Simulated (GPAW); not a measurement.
# zigzag Eu chain, bond 3.146 A: which magnetic order is lowest, part 2 of 2

Wanted: the moments of zigzag Eu chain, bond 3.146 A and the energy of each order that was tried.

GPAW 26.7.0; PBE; plane waves with GPAW's PAW setups, scalar-relativistic.

So far, largest spin moment in the augmentation sphere (μB): step 2 (run 1 (ferro ++)) 6.86; step 3 (start 2: antiferro +-) 6.71; step 4 (run 3 (antiferro q=(0,0,1/2) +-+-)) 6.77.

**5. Start 4: no spin polarisation**

This run holds no moments, which gives a state to set the others against.

File nospin.py:

```python
import json
import numpy as np
from ase import Atoms
from ase.parallel import paropen, parprint
from gpaw import GPAW

atoms = Atoms(['Eu', 'Eu'],
    cell=[[12.0, 0.0, 0.0],
         [0.0, 12.0, 0.0],
         [0.0, 0.0, 3.7752]],
    scaled_positions=[[0.39513333, 0.5, 0.0],
         [0.60486667, 0.5, 0.5]],
    pbc=True)
atoms.calc = GPAW(mode={'name': 'pw', 'ecut': 700},
    xc='PBE',
    kpts={'size': (1, 1, 8), 'gamma': True},
    occupations={'name': 'fermi-dirac', 'width': 0.05},
    convergence={'density': 1e-05, 'energy': 1e-05},
    maxiter=200,
    symmetry={'tolerance': 1e-4},
    txt='nospin.txt')
e = atoms.get_potential_energy(force_consistent=True)
res = {'free_energy': e, 'energy_sigma0': atoms.get_potential_energy(), 'fermi_energy': atoms.calc.get_fermi_level()}
parprint(f'free energy: {e:.6f} eV')
atoms.calc.write('nospin.gpw')
with paropen('results.json', 'w') as f:
    json.dump(res, f)
```

On the command line:

```console
$ OMP_NUM_THREADS=1 python3 nospin.py > nospin.log
```

What it wrote:

```text
free energy: -2.103053 eV

--- nospin.txt ---
Input parameters:
  mode=PW(ecut=700),
  convergence={'density': 1e-05, 'energy': 1e-05},
  kpts=MonkhorstPack(size=(1, 1, 8), gamma=True),
  maxiter=200,
  occupations=Occupations(name='fermi-dirac', width=0.05),
  symmetry=Symmetry(tolerance=0.0001),
  xc=XC(name='PBE')

Diagonalizing LCAO Hamiltonian
Converting LCAO to pw mode
        .----------------------------.
[...]
|          0 |       -42.447 |     2.000 |
|        ... |               |           |
|          9 |        -2.342 |     2.000 |
|         10 |        -1.336 |     1.957 |
|         11 |        -1.329 |     1.951 |
|         12 |        -1.230 |     1.693 |
[...]
|         21 |        -1.071 |     0.375 |
|         22 |        -1.040 |     0.220 |
|         23 |        -1.030 |     0.185 |
|         24 |        -0.844 |     0.005 |

No gap
No difference between direct/indirect transitions


[key lines of the parts left out:]
Free energy:      -2.103053
Converged in 53 steps
dipole moment: (-0.000071, -0.000001, -21.155393)  # |e|*Ang
Fermi level: -1.145
```

It took 2.9 min on 1 MPI rank of Intel Xeon Platinum 8488C (Sapphire Rapids), shared host; peak memory 0.46 GiB.

Read from the output:

| Property | Result |
| --- | --- |
| final state | non-magnetic (no spin polarisation) |

It lies 7470 meV a seeded atom over the first start.

**6. An attempt with other settings**

A slip in the input shows what the program catches and what it lets pass.

File run.py:

```python
import json
import numpy as np
from ase import Atoms
from ase.parallel import paropen, parprint
from gpaw import GPAW

atoms = Atoms(['Eu', 'Eu'],
    cell=[[12.0, 0.0, 0.0],
         [0.0, 12.0, 0.0],
         [0.0, 0.0, 3.7752]],
    scaled_positions=[[0.39513333, 0.5, 0.0],
         [0.60486667, 0.5, 0.5]],
    pbc=True,
    magmoms=[7.0, 7.0])
atoms.calc = GPAW(mode={'name': 'pw', 'ecut': 700},
    xc='PBE',
    kpts={'size': (1, 1, 1), 'gamma': True},
    occupations={'name': 'fermi-dirac', 'width': 0.05},
    convergence={'density': 1e-05, 'energy': 1e-05},
    maxiter=75,
    symmetry={'tolerance': 1e-4},
    txt='run.txt')
e = atoms.get_potential_energy(force_consistent=True)
res = {'free_energy': e, 'energy_sigma0': atoms.get_potential_energy(), 'fermi_energy': atoms.calc.get_fermi_level()}
res['moments'] = atoms.get_magnetic_moments().tolist()
res['total'] = atoms.get_magnetic_moment()
parprint('site moments (muB):', np.round(res['moments'], 3))
parprint(f"total moment: {res['total']:.3f} muB")
parprint(f'free energy: {e:.6f} eV')
atoms.calc.write('run.gpw')
with paropen('results.json', 'w') as f:
    json.dump(res, f)
```

On the command line:

```console
$ OMP_NUM_THREADS=1 python3 run.py > run.log
```

What it wrote:

```text
site moments (muB): [6.676 6.676]
total moment: 14.004 muB
free energy: -19.503724 eV

--- run.txt ---
Input parameters:
  mode=PW(ecut=700),
  convergence={'density': 1e-05, 'energy': 1e-05},
  kpts=MonkhorstPack(size=(1, 1, 1), gamma=True),
  maxiter=75,
  occupations=Occupations(name='fermi-dirac', width=0.05),
  symmetry=Symmetry(tolerance=0.0001),
  xc=XC(name='PBE')

Diagonalizing LCAO Hamiltonian
Converting LCAO to pw mode
        .----------------------------.
       /|                            |
      / |                            |
     /  |                            |
    /   |                            |
   /    .----------------------------.
  /    /              Eu            /
 *    /                            /
 |   /                            /
 |  /           Eu               /
 | /                            /
 |/                            /
 *----------------------------*

Atoms  # Å, Bohr magnetons
|   | symbol |        x |        y |        z |    initial magnetic moments |
|---|--------|----------|----------|----------|-----------------------------|
| 0 |     Eu | 4.741600 | 6.000000 | 0.000000 | ( 0.0000,  0.0000,  7.0000) |
| 1 |     Eu | 7.258400 | 6.000000 | 1.887600 | ( 0.0000,  0.0000,  7.0000) |

Number of symmetries: 4

BZ-sampling:
  Number of BZ points: 1
  Number of IBZ points: 1

  Monkhorst-Pack size: [1, 1, 1]
  Monkhorst-Pack shift: [0, 0, 0]

Plane wave coefficients: 11435
Cutoff: 700.0 eV

Spin-components: 2 (collinear spins)
Bands:           33
Projectors:      16
Spin-degeneracy: 1
Datatype:        float64

Parallelization:
  kpt:    1
  domain: 1
  band:   1

Density:
  Valence electrons: 34.0
  Components: 2
  Grid points: [75 75 24]
  Charge: 0.0  # |e|

Potential:
  Grid points: [75 75 24]

[... setups left out ...]
Reference energy: -590161.623223  # eV

convergence criteria:
- Maximum integral of absolute [dens]ity change: 1e-05 electrons / valence electron
- Maximum [total energy] change in last 3 cyles: 1e-05 eV / valence electron
- Maximum integral of absolute [eigenst]ate change: 4e-08 eV^2 / valence electron
maximum number of iterations: 75

SCF iterations
|iter     |      energy | eigst |  dens |  magmom |
|---------|-------------|-------|-------|---------|
|iter:   1|       0s |  -21.740116 | -0.29 |       | +14.0328|
|iter:   2|       2s |  -20.212154 | -0.96 | -0.53 | +13.9295|
|iter:   3|       3s |  -20.053802 | -2.33 | -1.03 | +13.9329|
|iter:   4|       4s |  -19.649372 | -1.52 | -1.07 | +13.9475|
|iter:   5|       6s |  -19.558020 | -1.93 | -1.25 | +13.9668|
|iter:   6|       7s |  -19.508746 | -1.30 | -1.41 | +13.9981|
|iter:   7|       9s |  -19.494856 | -2.35 | -1.62 | +14.0017|
|iter:   8|      10s |  -19.498122 | -2.51 | -1.85 | +13.9924|
|iter:   9|      12s |  -19.497072 | -3.16 | -2.17 | +13.9960|
|iter:  10|      13s |  -19.498200 | -3.74 | -2.42 | +13.9957|
|iter:  11|      15s |  -19.498261 | -4.46 | -2.63 | +13.9971|
|iter:  12|      17s |  -19.498284c| -4.38 | -2.84 | +14.0014|
|iter:  13|      18s |  -19.498298c| -5.04 | -3.27 | +14.0033|
|iter:  14|      20s |  -19.498306c| -5.86 | -3.45 | +14.0036|
|iter:  15|      21s |  -19.498303c| -5.63 | -3.39 | +14.0046|
|iter:  16|      23s |  -19.498284c| -5.90 | -3.87 | +14.0046|
|iter:  17|      24s |  -19.498289c| -6.99 | -4.39 | +14.0043|
|iter:  18|      26s |  -19.498288c| -7.63c| -4.77 | +14.0042|
|iter:  19|      27s |  -19.498289c| -7.84c| -5.20c| +14.0041|

Converged in 19 steps
Energy contributions relative to reference atoms: (reference = -590161.623223)

Energy contributions:
  Kinetic:          32.307355
  Coulomb:         -27.280361
  Zero:             -0.063569
  External:          0.000000
  Xc:              -24.456280
  Entropy:          -0.010869
  Spinorbit:         0.000000
  ----------------------------
  Free energy:     -19.503724
  Extrapolated:    -19.498289

dipole moment: (-0.000004, -0.000001, -20.948096)  # |e|*Ang

Total magnetic moment: (0.000000, 0.000000, 14.004150)

Local magnetic moments
|        x |        y |        z |
|----------|----------|----------|
| 0.000000 | 0.000000 | 6.676103 |  # Eu   0
| 0.000000 | 0.000000 | 6.676103 |  # Eu   1

Fermi level: -1.406
Eigenvalues  # (at kpt = [0.000, 0.000, 0.000])
| band index |      eig [eV] | occ [0-1] |      eig [eV] | occ [0-1] |
|------------|---------------|-----------|---------------|-----------|
|          0 |       -43.135 |     1.000 |       -40.023 |     1.000 |
|        ... |               |           |               |           |
|          9 |        -2.437 |     1.000 |        -1.715 |     0.998 |
|         10 |        -2.037 |     1.000 |        -0.689 |     0.000 |
|         11 |        -1.962 |     1.000 |        -0.415 |     0.000 |
|         12 |        -1.939 |     1.000 |        -0.271 |     0.000 |
|         13 |        -1.906 |     1.000 |         0.166 |     0.000 |
|         14 |        -1.891 |     1.000 |         0.254 |     0.000 |
|         15 |        -1.831 |     1.000 |         0.365 |     0.000 |
[...]
|         21 |        -1.730 |     0.998 |         2.340 |     0.000 |
|         22 |        -1.716 |     0.998 |         2.434 |     0.000 |
|         23 |        -1.640 |     0.991 |         2.443 |     0.000 |
|         24 |        -1.208 |     0.019 |         2.584 |     0.000 |
|        ... |               |           |               |           |
|         32 |         1.733 |     0.000 |         3.086 |     0.000 |

Gap: 0.432 eV
Transition (v -> c):
  (s=0, k=0, n=23, [0.00, 0.00, 0.00]) -> (s=0, k=0, n=24, [0.00, 0.00, 0.00])
No difference between direct/indirect transitions
```

It took 31 s on 1 MPI rank; peak memory 0.52 GiB.

The run converged, but its input is faulty, so its numbers are not to be trusted.

The fault in the input: one k-point for a small cell.

The largest moment is 6.68 μB against 6.86 μB in the first run, and the free energy lies -2.46 eV from it.

A single point can't sample the zone of a small cell; the mesh must follow the cell's size.

**7. Ranking**

These are free energies at a smearing of 0.05 eV, so its entropy term is in the differences. They are divided by the number of seeded atoms, so that cells of unlike size compare. Wavevectors q in the names are fractions of the reciprocal vectors of the first run's cell.

Orders:

| start | final state | typed order kept | energy over the lowest (meV a seeded atom) | largest site moment (μB) | net moment (μB a primitive cell) | mesh matched | CPU time (s) |
| --- | --- | --- | --- | --- | --- | --- | --- |
| ferro ++ | ferromagnetic | yes | 0 | 6.857 | 16.06 | yes | 181.6 |
| antiferro +- | antiferromagnetic | yes | 290.7 | 6.714 | 0 | yes | 153.5 |
| antiferro q=(0,0,1/2) +-+- | antiferromagnetic | yes | 212.2 | 6.77 | 9.02e-5 | yes | 597.1 |
| no spin polarisation | non-magnetic | - | 7470 | 0 | 0 | yes | 176.9 |

**8. Results**

| Item | Value |
| --- | --- |
| lowest state found | ferromagnetic (typed ferro ++) |
| largest site moment | 6.86 μB |
| next state | antiferromagnetic, 212 meV a seeded atom higher |
| energy gained by spin polarisation | 7470 meV a seeded atom |

What this shows: The lowest state found is ferromagnetic, reached from the start ferro ++, with moments up to 6.86 μB. The next state costs 212 meV a seeded atom. Only 4 starts are shown; other collinear patterns, canted and longer-period orders are not. The f shell is half filled, so the spin-only picture is fair. Without a U the functional spreads the 4f electrons too much, so the state and its energies are unreliable.

[Logs and program files are shortened in this print: banners, set-up blocks, solver, clock and traceback lines can be left out without a mark of their own.]

[Logs are printed without paths, hosts, clocks, repeated set-up lines and the standing remarks that a program may print on its own settings, such as how far it seeks lower states.]

[Hosts, paths, dates, database ids (printed as entryN), source tags and the programs' standing remarks are cut or masked in the printed files.]

[Where a cell is said to come from a database of computed structures, the database is the Materials Project.]
